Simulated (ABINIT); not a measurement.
## CdS (Greenockite): G0W0 in ABINIT against the bands in the self-energy

Wanted: the cheapest bands in the self-energy that holds the gap of CdS (Greenockite).

Method: PBE and many-body steps on it, plane waves, in ABINIT 10.8.3.

This is a report of a sequence of runs, with most program output left out.

The database entry behind the starting cell differs from later determinations by our own check (about 0.35 % long), so it need not match the best structure at ambient conditions.

### 1. Set-up

Symmetry: P6_3mc, No. 186, hexagonal system. Conventional cell: a = 4.150 Å, b = 4.150 Å, c = 6.737 Å, α = 90.00°, β = 90.00°, γ = 120.00°. Cd has 4 S at 2.53 to 2.54 Å nearest. S has 4 Cd at 2.53 to 2.54 Å nearest. Farther neighbours and most contacts between anions are not listed.

The cell and positions come from the Crystallography Open Database and are kept as given unless a step says otherwise.

### 2. Screening, 3×3×2 mesh, 189 bands, screening to 176.9 eV

This step: ABINIT 10.8.3; RPA screening on PBE, plane waves, norm-conserving pseudopotentials.

The RPA dielectric matrix is built and inverted for each q.

The input, run.abi:

```
acell 3*1.0 Angstrom
rprim 
  4.149999999997 0.000000000001 0.000000000000
  -2.074999999999 3.594005425702 0.000000000000
  0.000000000000 0.000000000000 6.737000000000
ntypat 2
znucl 48 16
natom 4
typat 1 1 2 2
xred 
  0.333333333333 0.666666666667 0.000000000000
  0.666666666667 0.333333333333 0.500000000000
  0.333333333333 0.666666666667 0.375000000000
  0.666666666667 0.333333333333 0.875000000000
pp_dirpath "pseudos"
pseudos "Cd.upf, S.upf"
ecut 47
ngkpt 3 3 2
nshiftk 1
shiftk 0 0 0
kptopt 1
chksymbreak 0
istwfk *1
occopt 1
irdwfk 1
optdriver 3
nband 189
ecuteps 6.5
inclvkb 2
awtr 1
symchi 1
indata_prefix "in"
outdata_prefix "out"
tmpdata_prefix "tmp"
```

Launch:

```console
OMP_NUM_THREADS=1 mpirun -n 4 abinit run.abi > log
```

Elapsed: 2 min, on 4 MPI ranks of Intel Xeon Platinum 8488C (Sapphire Rapids), shared host; peak memory 1.9 GiB; 7.8 min of CPU time.

This step gave:

```yaml
eps_infinity_with_local_fields_on_this_mesh_along_the_program_s_q_direction: 13.91
the_same_without_local_fields: 14.73
plasma_frequency: 26.71 eV
plane_waves_in_the_screening_matrix: 549
```

Local fields lower ε∞ by 6 %. On a Γ-centred mesh this coarse the value itself is usually too large, while a short band sum pulls it down.

### 3. 34 bands

This step: G0W0 on PBE, plane waves, norm-conserving pseudopotentials.

Changes to run.abi since step 2:

```diff
@@ -25,8 +25,15 @@
 irdwfk 1
-optdriver 3
-nband 189
+optdriver 4
+nband 34
+gwcalctyp 0
+ecutsigx 47
+symsigma 1
+nkptgw 1
+kptgw 
+  0.0000000000 0.0000000000 0.0000000000
+bdgw 
+  25 28
 ecuteps 6.5
-inclvkb 2
-awtr 1
-symchi 1
+irdscr 1
+ppmodel 1
 indata_prefix "in"
```

Wall time 6.5 s (4 MPI ranks); peak memory 1.3 GiB.

Numbers from this step:

| Item | Value |
| --- | --- |
| G0W0 gap on the points computed | 1.75 eV |
| starting gap on the mesh | 1.175 eV |
| k of the valence top | 0, 0, 0 |
| k of the conduction bottom | 0, 0, 0 |
| Z at the valence top | 0.802 |
| Z at the conduction bottom | 0.833 |
| least direct G0W0 gap on the computed points | 1.75 eV |

### 4. 40 bands

Changes to run.abi since step 3:

```diff
@@ -26,3 +26,3 @@
 optdriver 4
-nband 34
+nband 40
 gwcalctyp 0
```

Wall time 6.4 s (4 MPI ranks); peak memory 1.4 GiB.

This step gave:

```
G0W0 gap on the points computed              : 1.826 eV
starting gap on the mesh                     : 1.175 eV
k of the valence top                         : 0, 0, 0
k of the conduction bottom                   : 0, 0, 0
Z at the valence top                         : 0.795
Z at the conduction bottom                   : 0.827
least direct G0W0 gap on the computed points : 1.826 eV
```

### 5. 67 bands

The self-energy is evaluated for the states that the input lists, and the levels follow from it, in one-shot runs by the linearised quasiparticle equation.

Changes to run.abi since step 4:

```diff
@@ -26,3 +26,3 @@
 optdriver 4
-nband 40
+nband 67
 gwcalctyp 0
```

Elapsed: 8.6 s, on 4 MPI ranks; peak memory 1.4 GiB; 33 s of CPU time.

Numbers from this step:

```
G0W0 gap on the points computed              : 1.930 eV
starting gap on the mesh                     : 1.175 eV
k of the valence top                         : 0, 0, 0
k of the conduction bottom                   : 0, 0, 0
least direct G0W0 gap on the computed points : 1.930 eV
```

The gap on the mesh goes from 1.18 eV to 1.93 eV, a correction of +0.75 eV.

### 6. 121 bands

Changes to run.abi since step 5:

```diff
@@ -26,3 +26,3 @@
 optdriver 4
-nband 67
+nband 121
 gwcalctyp 0
```

Wall time 15 s (4 MPI ranks); peak memory 1.5 GiB; 58 s of CPU time.

This step gave:

| Property | Result |
| --- | --- |
| G0W0 gap on the points computed | 1.969 eV |
| starting gap on the mesh | 1.175 eV |
| k of the valence top | 0, 0, 0 |
| k of the conduction bottom | 0, 0, 0 |
| least direct G0W0 gap on the computed points | 1.969 eV |

Against the run before, the gap moves by +0.039 eV.

### 7. 189 bands

Changes to run.abi since step 6:

```diff
@@ -26,3 +26,3 @@
 optdriver 4
-nband 121
+nband 189
 gwcalctyp 0
```

Wall time 17 s (4 MPI ranks); peak memory 1.8 GiB.

This step gave:

- G0W0 gap on the points computed: 2.018 eV
- starting gap on the mesh: 1.175 eV
- k of the valence top: 0, 0, 0
- k of the conduction bottom: 0, 0, 0
- least direct G0W0 gap on the computed points: 2.018 eV

Against the run before, the gap moves by +0.049 eV.

### 8. The runs together

Times are wall times on 4 MPI ranks of Intel Xeon Platinum 8488C (Sapphire Rapids), shared host, good to a factor of about two. A run's time includes the screening step that it read.

```
      run   mesh  bands  screening cutoff (eV)  DFT gap (eV)  gap on the mesh (eV)  direct (eV)  ε∞ used     time
 34 bands  3×3×2     34                  176.9         1.175                 1.750        1.750    13.91  2.1 min
 40 bands  3×3×2     40                  176.9         1.175                 1.826        1.826    13.91  2.1 min
 67 bands  3×3×2     67                  176.9         1.175                 1.930        1.930    13.91  2.1 min
121 bands  3×3×2    121                  176.9         1.175                 1.969        1.969    13.91  2.2 min
189 bands  3×3×2    189                  176.9         1.175                 2.018        2.018    13.91  2.3 min
```

### 9. Summary of results

```yaml
34_bands: 1.750 eV
40_bands: 1.826 eV
67_bands: 1.930 eV
121_bands: 1.969 eV
189_bands: 2.018 eV
known_limits: not at the basis limit; no spin-orbit coupling; coarse k mesh
```

**Reading.** The setting moved: bands in the self-energy. From 34 bands to 189 bands the gap moves by +0.27 eV. The last step still moves it by +0.049 eV. Bands and screening cutoff are coupled, so a series along one setting does not show full convergence. Bands and cutoff are finite, so the gap is not at the basis limit. The miss can reach some tenths of an eV and take either sign; the mesh is an error of its own. In the first G0W0 run levels were corrected at 1 k point alone, so a gap called «on the mesh» is the least over those, and an edge elsewhere would be missed. The 3×3×2 mesh is coarse for this cell, which bears on the long-range parts of exchange and screening. The many-body steps are scalar-relativistic: spin-orbit coupling is not in them.

[Paths, hosts, dates, memory and timing lines, banners, echoed tables and standing remarks are left out of the program output.]

[Logs are printed without paths, hosts, clocks, repeated set-up lines and the standing remarks that a program may print on its own settings, such as how far it seeks lower states.]

[Runs of the session that timed out or met a known fault of the program may be left out.]

[No measured gap is set beside runs whose start may be inverted or whose files or cutoffs have a known fault.]

[Hosts, paths, dates, database ids (printed as entryN), source tags and the programs' standing remarks are cut or masked in the printed files.]

[G0W0 gaps are taken among the corrected bands and points alone; a level outside them can change the order at an edge.]

[Where Ansatz stands beside ABINIT at settings called matched, ABINIT's density can come from a denser mesh and the files from another edition; pairs whose starting gaps differed by over 0.03 eV were left out, so agreement reads better than it is.]
